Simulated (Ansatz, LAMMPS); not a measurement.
## Neighbourhoods of single atoms in glassy 68SiO2-14MgO-11ZnO-7BaO (mol %) (75 atoms)

Density of this cell: 3.15 g/cm³. The cell holds 75 atoms: 19 Si, 4 Mg, 3 Zn, 2 Ba and 47 O. Cell: a = 9.925 Å, b = 9.925 Å, c = 9.925 Å, α = 90.0°, β = 90.0°, γ = 90.0°. 75 atoms (19 Si, 4 Mg, 3 Zn, 2 Ba, 47 O) placed at random at 3.15 g/cm³, melted at 4000 K for 10 ps at fixed volume with the Morse and Coulomb pair potential with partial charges (Pedone, Malavasi, Menziani, Cormack and Segre, J. Phys. Chem. B 110, 11780 (2006)). Quenched from 4000 K to 300 K at 25 K/ps and fixed volume, held 5 ps, then minimised at fixed cell.

Computed with Ansatz 0.2.0: Kohn-Sham DFT, PBE, PAW (set soft_2), plane waves; cutoff 420 eV, Γ point, fixed occupations. Geometry: the geometry as built.

The whole cell was solved; only parts of it are printed.

Local excerpt of 22 atoms (numbers count through the whole input) about O60, which has 4 bonded neighbours where the commonest count for O is 2; x, y, z are measured from there.

```
atom      x      y      z  distance (Å)  bonds  Löwdin charge (e)     Fx     Fy  Fz (eV/Å)
 O60   0.00   0.00   0.00          0.00      4              -1.08   1.25  -1.16       0.76
Si13  -1.13   0.91  -0.72          1.62      4               1.70  -1.06  -1.03      -0.28
Mg21  -0.83  -1.62   1.09          2.12      4               1.62  -0.53  -0.94      -0.08
Mg22   1.04   0.38   1.80          2.12      5               1.64   0.05   0.04       0.61
 O38  -2.46  -0.04  -0.51          2.51      2              -0.84  -0.02   0.11       0.70
 O44  -1.22   2.26   0.08          2.57      2              -0.81  -0.08   1.55       0.23
 O41  -0.90   1.14  -2.30          2.73      2              -0.81   0.81   0.41      -0.34
Ba28   1.07  -1.59  -2.08          2.83      7               1.85  -0.13  -0.36      -0.23
 O58  -0.12  -1.00   2.84          3.01      3              -1.06  -1.06   1.05      -1.35
 O72   0.25  -3.02   0.26          3.04      3              -1.04  -0.17   2.02      -0.25
 O64   2.66   1.41  -0.74          3.11      2              -0.81  -1.25  -0.42       0.06
 O39   0.13   2.15   2.27          3.13      3              -0.88   0.96  -0.67       0.46
 O40   3.10  -0.47   1.17          3.35      3              -0.85  -1.28   0.44      -0.33
 Si9  -1.09   3.04   1.54          3.57      4               1.74   0.74  -0.78      -0.98
 Si4   3.78   0.82   0.30          3.88      4               1.69   1.10  -0.72      -0.40
 O33  -2.40  -2.58   1.76          3.94      3              -1.10   0.60   0.97       1.41
Si12   2.64   2.04  -2.27          4.03      4               1.79   1.00   1.19       0.28
 Si5  -3.83  -0.83  -1.02          4.05      4               1.77   1.50  -0.77       0.71
 O65   2.05  -2.23   2.83          4.15      2              -0.82  -0.17  -0.38      -0.06
 O52   2.36   0.92  -3.41          4.24      3              -0.80  -0.57  -0.64       0.53
 O29   1.84   1.02   3.70          4.25      3              -0.87  -1.12   1.39      -1.09
 Si1  -1.24   1.17  -3.93          4.29      4               1.71   0.15  -0.64       0.58
```

The column of bonds counts only the pairs O-Si within 2.16 Å, O-Mg within 2.62 Å, O-Zn within 2.33 Å, O-Ba within 3.29 Å; other neighbours, such as metal atoms beside each other in a compound, aren't counted, and periodic images can show an atom twice.

The surroundings of O30, which bears the longest force, nearest first, numbered as they follow in the input and with coordinates relative to it.

| atom | x | y | z | distance (Å) | bonds | Löwdin charge (e) | Fx | Fy | Fz (eV/Å) |
| --- | --- | --- | --- | --- | --- | --- | --- | --- | --- |
| O30 | 0.00 | 0.00 | 0.00 | 0.00 | 2 | -1.00 | 1.51 | -1.64 | -1.83 |
| Si7 | -0.76 | 0.74 | 1.12 | 1.54 | 4 | 1.64 | 0.36 | 1.02 | -0.67 |
| Zn25 | 0.57 | -0.45 | -1.78 | 1.92 | 4 | 1.52 | -1.17 | 1.08 | 0.48 |
| O73 | -1.46 | 1.99 | 0.28 | 2.49 | 2 | -0.81 | -1.13 | 0.26 | 0.11 |
| O49 | -1.50 | -0.29 | 2.10 | 2.60 | 3 | -1.01 | -1.08 | -0.85 | 1.47 |
| O33 | 0.15 | 1.57 | 2.17 | 2.69 | 3 | -1.10 | 0.60 | 0.97 | 1.41 |
| O55 | 2.48 | -0.84 | -0.99 | 2.80 | 3 | -0.84 | -1.31 | -0.23 | -0.12 |
| O32 | 2.00 | -1.28 | 1.58 | 2.85 | 2 | -0.78 | -0.66 | 0.12 | 0.81 |
| O53 | -0.97 | -1.69 | -2.12 | 2.88 | 3 | -0.96 | 1.69 | -0.58 | -0.57 |
| Si15 | 2.82 | -0.42 | 0.54 | 2.90 | 4 | 1.74 | 2.10 | 0.04 | 0.50 |
| O54 | 0.94 | 1.34 | -2.63 | 3.10 | 3 | -0.99 | 1.58 | -1.41 | 0.51 |
| O72 | 2.80 | 1.14 | 0.67 | 3.10 | 3 | -1.04 | -0.17 | 2.02 | -0.25 |
| O35 | -2.98 | -1.30 | 0.00 | 3.25 | 2 | -0.78 | 0.47 | -0.21 | 0.63 |
| Si8 | -2.44 | -1.65 | -1.54 | 3.32 | 4 | 1.74 | -2.53 | 0.57 | 0.34 |
| Mg21 | 1.72 | 2.54 | 1.50 | 3.42 | 4 | 1.62 | -0.53 | -0.94 | -0.08 |
| Si5 | -1.28 | 3.32 | -0.60 | 3.61 | 4 | 1.77 | 1.50 | -0.77 | 0.71 |
| Si9 | 1.46 | -2.73 | 1.95 | 3.66 | 4 | 1.74 | 0.74 | -0.78 | -0.98 |
| O44 | 1.33 | -3.51 | 0.49 | 3.79 | 2 | -0.81 | -0.08 | 1.55 | 0.23 |
| Zn26 | -1.78 | -2.29 | 2.47 | 3.81 | 4 | 1.50 | 0.16 | 0.59 | -0.81 |
| O42 | -0.94 | 3.02 | -2.13 | 3.81 | 2 | -0.82 | -1.11 | 0.40 | -0.96 |
| O62 | 0.07 | -2.95 | 2.63 | 3.95 | 3 | -1.00 | -1.90 | -0.45 | 1.25 |
| O74 | -3.12 | -0.47 | -2.39 | 3.96 | 2 | -0.83 | 0.90 | -0.16 | 0.50 |
| Mg23 | -0.86 | 0.80 | 3.79 | 3.97 | 5 | 1.62 | 0.48 | -0.12 | -0.84 |
| Si11 | 0.07 | 2.46 | -3.30 | 4.12 | 4 | 1.68 | 0.12 | 0.88 | 1.83 |
| O38 | 0.09 | 4.12 | -0.09 | 4.12 | 2 | -0.84 | -0.02 | 0.11 | 0.70 |
| O67 | 2.12 | -1.14 | -3.41 | 4.17 | 2 | -0.82 | -1.15 | -0.16 | 0.37 |
| Si2 | 3.26 | -1.23 | -2.31 | 4.18 | 4 | 1.77 | 2.18 | 0.32 | -0.71 |
| Si10 | -4.02 | -0.67 | 1.10 | 4.22 | 4 | 1.75 | -0.44 | 0.80 | -0.19 |
| O70 | -3.98 | 0.96 | 1.23 | 4.27 | 2 | -0.80 | 0.17 | 0.22 | -1.08 |
| O34 | 4.40 | -0.94 | 0.59 | 4.54 | 2 | -0.81 | -0.51 | -0.61 | -0.37 |
| O36 | -2.74 | 2.16 | 3.20 | 4.73 | 4 | -1.04 | 2.07 | 0.28 | 1.68 |
| Ba28 | 3.61 | 2.57 | -1.67 | 4.74 | 7 | 1.85 | -0.13 | -0.36 | -0.23 |
| Zn24 | -0.88 | -2.13 | -4.21 | 4.80 | 4 | 1.50 | 0.24 | -0.03 | 0.42 |
| O57 | -3.30 | -2.99 | -1.95 | 4.86 | 2 | -0.80 | 0.73 | -0.68 | -0.46 |
| O60 | 2.55 | 4.16 | 0.41 | 4.89 | 4 | -1.08 | 1.25 | -1.16 | 0.76 |
| O31 | 0.19 | -0.59 | 4.86 | 4.90 | 3 | -1.01 | -1.90 | 0.28 | -0.13 |
| O45 | -4.00 | -1.26 | 2.63 | 4.95 | 2 | -0.81 | 0.29 | -0.37 | -0.27 |
| O68 | -2.51 | 4.26 | -0.26 | 4.96 | 2 | -0.81 | -0.53 | 0.25 | -0.93 |
| O56 | -0.82 | 2.05 | -4.54 | 5.05 | 4 | -1.09 | -1.58 | -0.17 | -2.23 |
| Si13 | 1.42 | -4.86 | -0.30 | 5.07 | 4 | 1.70 | -1.06 | -1.03 | -0.28 |
| O46 | 4.32 | -0.06 | -2.70 | 5.10 | 3 | -0.84 | -1.18 | 0.74 | 0.48 |
| O31 | 0.19 | -0.59 | -5.06 | 5.10 | 3 | -1.01 | -1.90 | 0.28 | -0.13 |
| Si14 | -4.03 | 2.17 | 2.29 | 5.12 | 4 | 1.71 | -0.54 | -0.24 | 0.54 |
| O58 | 2.43 | 3.16 | 3.25 | 5.14 | 3 | -1.06 | -1.06 | 1.05 | -1.35 |
| O71 | 2.43 | -1.78 | 4.18 | 5.15 | 2 | -0.80 | 0.46 | -1.05 | -1.09 |
| O47 | -2.88 | -3.94 | 1.67 | 5.16 | 3 | -0.97 | 0.76 | 0.95 | 1.46 |

The column of bonds counts only the pairs O-Si within 2.16 Å, O-Mg within 2.62 Å, O-Zn within 2.33 Å, O-Ba within 3.29 Å; other neighbours, such as metal atoms beside each other in a compound, aren't counted, and periodic images can show an atom twice.

The surroundings of Ba27, one of the 2 Ba atoms, nearest first, numbered as they follow in the input and with coordinates relative to it.

| atom | x | y | z | distance (Å) | bonds | Löwdin charge (e) | Fx | Fy | Fz (eV/Å) |
| --- | --- | --- | --- | --- | --- | --- | --- | --- | --- |
| Ba27 | 0.00 | 0.00 | 0.00 | 0.00 | 6 | 1.82 | -0.14 | 0.17 | 0.03 |
| O59 | -2.34 | -0.50 | 1.39 | 2.77 | 3 | -1.04 | 2.55 | -0.39 | -0.38 |
| O62 | 1.18 | 2.29 | -1.08 | 2.79 | 3 | -1.00 | -1.90 | -0.45 | 1.25 |
| O75 | 1.11 | 1.39 | 2.26 | 2.88 | 3 | -1.01 | -2.33 | 0.98 | -0.87 |
| O47 | -1.77 | 1.30 | -2.05 | 3.00 | 3 | -0.97 | 0.76 | 0.95 | 1.46 |
| O36 | -1.63 | -2.52 | -0.52 | 3.05 | 4 | -1.04 | 2.07 | 0.28 | 1.68 |
| O56 | 0.28 | -2.63 | 1.67 | 3.13 | 4 | -1.09 | -1.58 | -0.17 | -2.23 |
| Mg20 | -1.64 | -2.28 | 1.52 | 3.19 | 4 | 1.62 | -1.18 | -0.14 | 0.48 |
| Zn26 | -0.67 | 2.95 | -1.25 | 3.27 | 4 | 1.50 | 0.16 | 0.59 | -0.81 |
| O51 | 2.13 | -0.97 | 2.46 | 3.40 | 2 | -0.83 | 0.63 | 0.11 | -0.83 |
| O50 | -1.36 | 3.06 | 0.76 | 3.43 | 3 | -1.01 | 2.15 | -1.08 | -0.07 |
| Si1 | 2.41 | 0.64 | 2.69 | 3.67 | 4 | 1.71 | 0.15 | -0.64 | 0.58 |
| O33 | 1.26 | -3.12 | -1.54 | 3.70 | 3 | -1.10 | 0.60 | 0.97 | 1.41 |
| Zn24 | 0.23 | 3.10 | 2.00 | 3.70 | 4 | 1.50 | 0.24 | -0.03 | 0.42 |
| Si11 | 1.18 | -2.23 | 2.91 | 3.85 | 4 | 1.68 | 0.12 | 0.88 | 1.83 |
| O58 | 3.53 | -1.53 | -0.47 | 3.88 | 3 | -1.06 | -1.06 | 1.05 | -1.35 |
| Mg23 | 0.25 | -3.89 | 0.08 | 3.90 | 5 | 1.62 | 0.48 | -0.12 | -0.84 |
| Si4 | -2.48 | 0.29 | -3.00 | 3.91 | 4 | 1.69 | 1.10 | -0.72 | -0.40 |
| O40 | -3.17 | -1.00 | -2.13 | 3.95 | 3 | -0.85 | -1.28 | 0.44 | -0.33 |
| Si9 | 2.57 | 2.50 | -1.76 | 4.00 | 4 | 1.74 | 0.74 | -0.78 | -0.98 |
| O38 | 1.20 | -0.57 | -3.81 | 4.03 | 2 | -0.84 | -0.02 | 0.11 | 0.70 |
| Si14 | -2.92 | -2.52 | -1.43 | 4.11 | 4 | 1.71 | -0.54 | -0.24 | 0.54 |
| Mg21 | 2.83 | -2.15 | -2.21 | 4.19 | 4 | 1.62 | -0.53 | -0.94 | -0.08 |
| O69 | 3.60 | 1.24 | 1.79 | 4.21 | 2 | -0.80 | 0.79 | -0.03 | 0.19 |
| Si17 | -3.84 | -0.27 | 1.71 | 4.21 | 4 | 1.70 | -1.17 | -0.25 | -0.89 |
| O68 | -1.41 | -0.43 | -3.97 | 4.24 | 2 | -0.81 | -0.53 | 0.25 | -0.93 |
| O39 | 3.79 | 1.62 | -1.03 | 4.25 | 3 | -0.88 | 0.96 | -0.67 | 0.46 |

The column of bonds counts only the pairs O-Si within 2.16 Å, O-Mg within 2.62 Å, O-Zn within 2.33 Å, O-Ba within 3.29 Å; other neighbours, such as metal atoms beside each other in a compound, aren't counted, and periodic images can show an atom twice.

A closer look about O33, whose charge lies farthest from its element's mean: 34 atoms, nearest first, numbered in the order of the input, with positions taken from that point.

```
atom      x      y      z  distance (Å)  bonds  Löwdin charge (e)     Fx     Fy  Fz (eV/Å)
 O33   0.00   0.00   0.00          0.00      3              -1.10   0.60   0.97       1.41
 Si7  -0.91  -0.83  -1.06          1.63      4               1.64   0.36   1.02      -0.67
Mg21   1.57   0.97  -0.67          1.96      4               1.62  -0.53  -0.94      -0.08
Mg23  -1.01  -0.78   1.62          2.06      5               1.62   0.48  -0.12      -0.84
 O49  -1.65  -1.86  -0.07          2.49      3              -1.01  -1.08  -0.85       1.47
 O73  -1.62   0.42  -1.90          2.53      2              -0.81  -1.13   0.26       0.11
 O30  -0.15  -1.57  -2.17          2.69      2              -1.00   1.51  -1.64      -1.83
 O58   2.28   1.59   1.08          2.98      3              -1.06  -1.06   1.05      -1.35
 O72   2.65  -0.44  -1.50          3.08      3              -1.04  -0.17   2.02      -0.25
 O36  -2.89   0.59   1.02          3.12      4              -1.04   2.07   0.28       1.68
 O56  -0.98   0.48   3.21          3.39      4              -1.09  -1.58  -0.17      -2.23
 O38  -0.06   2.55  -2.27          3.41      2              -0.84  -0.02   0.11       0.70
 O32   1.85  -2.85  -0.59          3.45      2              -0.78  -0.66   0.12       0.81
 O31   0.04  -2.16   2.69          3.45      3              -1.01  -1.90   0.28      -0.13
 O61   2.36  -0.73   2.48          3.50      2              -0.78  -0.22  -0.10       0.30
 Si5  -1.43   1.75  -2.78          3.58      4               1.77   1.50  -0.77       0.71
Ba27  -1.26   3.12   1.54          3.70      6               1.82  -0.14   0.17       0.03
Si15   2.67  -1.99  -1.63          3.71      4               1.74   2.10   0.04       0.50
Si18   3.12   0.63   2.02          3.77      4               1.71   1.32  -0.05      -0.61
Si19   1.61  -2.17   2.82          3.91      4               1.73   1.64   0.22       0.13
 O60   2.40   2.58  -1.76          3.94      4              -1.08   1.25  -1.16       0.76
Si14  -4.18   0.59   0.11          4.22      4               1.71  -0.54  -0.24       0.54
 O70  -4.13  -0.61  -0.94          4.28      2              -0.80   0.17   0.22      -1.08
Mg20  -2.90   0.84   3.06          4.30      4               1.62  -1.18  -0.14       0.48
Zn26  -1.93  -3.86   0.29          4.33      4               1.50   0.16   0.59      -0.81
Zn25   0.42  -2.02  -3.95          4.46      4               1.52  -1.17   1.08       0.48
Si13   1.27   3.49  -2.48          4.47      4               1.70  -1.06  -1.03      -0.28
 O68  -2.67   2.69  -2.43          4.50      2              -0.81  -0.53   0.25      -0.93
 Si9   1.31  -4.31  -0.22          4.51      4               1.74   0.74  -0.78      -0.98
 O71   2.28  -3.35   2.01          4.52      2              -0.80   0.46  -1.05      -1.09
Si11  -0.08   0.88   4.45          4.54      4               1.68   0.12   0.88       1.83
Mg22   3.44   2.96   0.04          4.54      5               1.64   0.05   0.04       0.61
 O62  -0.08  -4.52   0.46          4.55      3              -1.00  -1.90  -0.45       1.25
 O65   4.45   0.35   1.07          4.59      2              -0.82  -0.17  -0.38      -0.06
```

The column of bonds counts only the pairs O-Si within 2.16 Å, O-Mg within 2.62 Å, O-Zn within 2.33 Å, O-Ba within 3.29 Å; other neighbours, such as metal atoms beside each other in a compound, aren't counted, and periodic images can show an atom twice.

Neighbours are counted within 2.16 Å (O-Si), 2.62 Å (O-Mg), 2.33 Å (O-Zn), 3.29 Å (O-Ba).

Length of the force by element and coordination:

| element | coordination | atoms | mean length of the force (eV/Å) | spread | least | most |
| --- | --- | --- | --- | --- | --- | --- |
| Ba | all | 2 | 0.333 | 0.114 | 0.219 | 0.446 |
| Ba | 6 | 1 | 0.219 | 0 | 0.219 | 0.219 |
| Ba | 7 | 1 | 0.446 | 0 | 0.446 | 0.446 |
| Mg | all | 4 | 0.988 | 0.241 | 0.617 | 1.28 |
| Mg | 4 | 2 | 1.18 | 0.101 | 1.08 | 1.28 |
| Mg | 5 | 2 | 0.796 | 0.179 | 0.617 | 0.975 |
| O | all | 47 | 1.54 | 0.651 | 0.387 | 2.88 |
| O | 2 | 24 | 1.10 | 0.480 | 0.387 | 2.88 |
| O | 3 | 20 | 1.93 | 0.447 | 1.00 | 2.67 |
| O | 4 | 3 | 2.43 | 0.396 | 1.87 | 2.73 |
| Si | all | 19 | 1.56 | 0.545 | 0.439 | 2.62 |
| Si | 4 | 18 | 1.62 | 0.489 | 0.799 | 2.62 |
| Si | 5 | 1 | 0.439 | 0 | 0.439 | 0.439 |
| Zn | all | 3 | 1.05 | 0.483 | 0.480 | 1.66 |

Löwdin charges by element and coordination (they lack the spilled electrons, 0.073 e an atom on average):

```csv
element,coordination,atoms,mean charge (e),spread,least,most
Ba,all,2,1.83,0.0142,1.82,1.85
Ba,6,1,1.82,0,1.82,1.82
Ba,7,1,1.85,0,1.85,1.85
Mg,all,4,1.63,0.0061,1.62,1.64
Mg,4,2,1.62,0.0019,1.62,1.62
Mg,5,2,1.63,0.007,1.62,1.64
O,all,47,-0.892,0.104,-1.10,-0.780
O,2,24,-0.816,0.041,-0.997,-0.780
O,3,20,-0.956,0.087,-1.10,-0.803
O,4,3,-1.07,0.0198,-1.09,-1.04
Si,all,19,1.72,0.0357,1.64,1.79
Si,4,18,1.72,0.0356,1.64,1.79
Si,5,1,1.68,0,1.68,1.68
Zn,all,3,1.50,0.0124,1.50,1.52
```

The quench rate of 25 K/ps is many orders above laboratory rates, so the cell is likely richer in defects and strain than a real sample. The network of bonds at the start is that of the classical potential that made the cell, and needn't be the one that DFT or experiment would give. Only the Γ point is sampled, in a cell whose shortest periodic width is 10 Å. The Löwdin charges lack the electrons that the projection spills, 0.073 e an atom on average.

[Logs are printed without paths, hosts, clocks, repeated set-up lines and the standing remarks that a program may print on its own settings, such as how far it seeks lower states.]

[Hosts, paths, dates, database ids (printed as entryN), source tags and the programs' standing remarks are cut or masked in the printed files.]
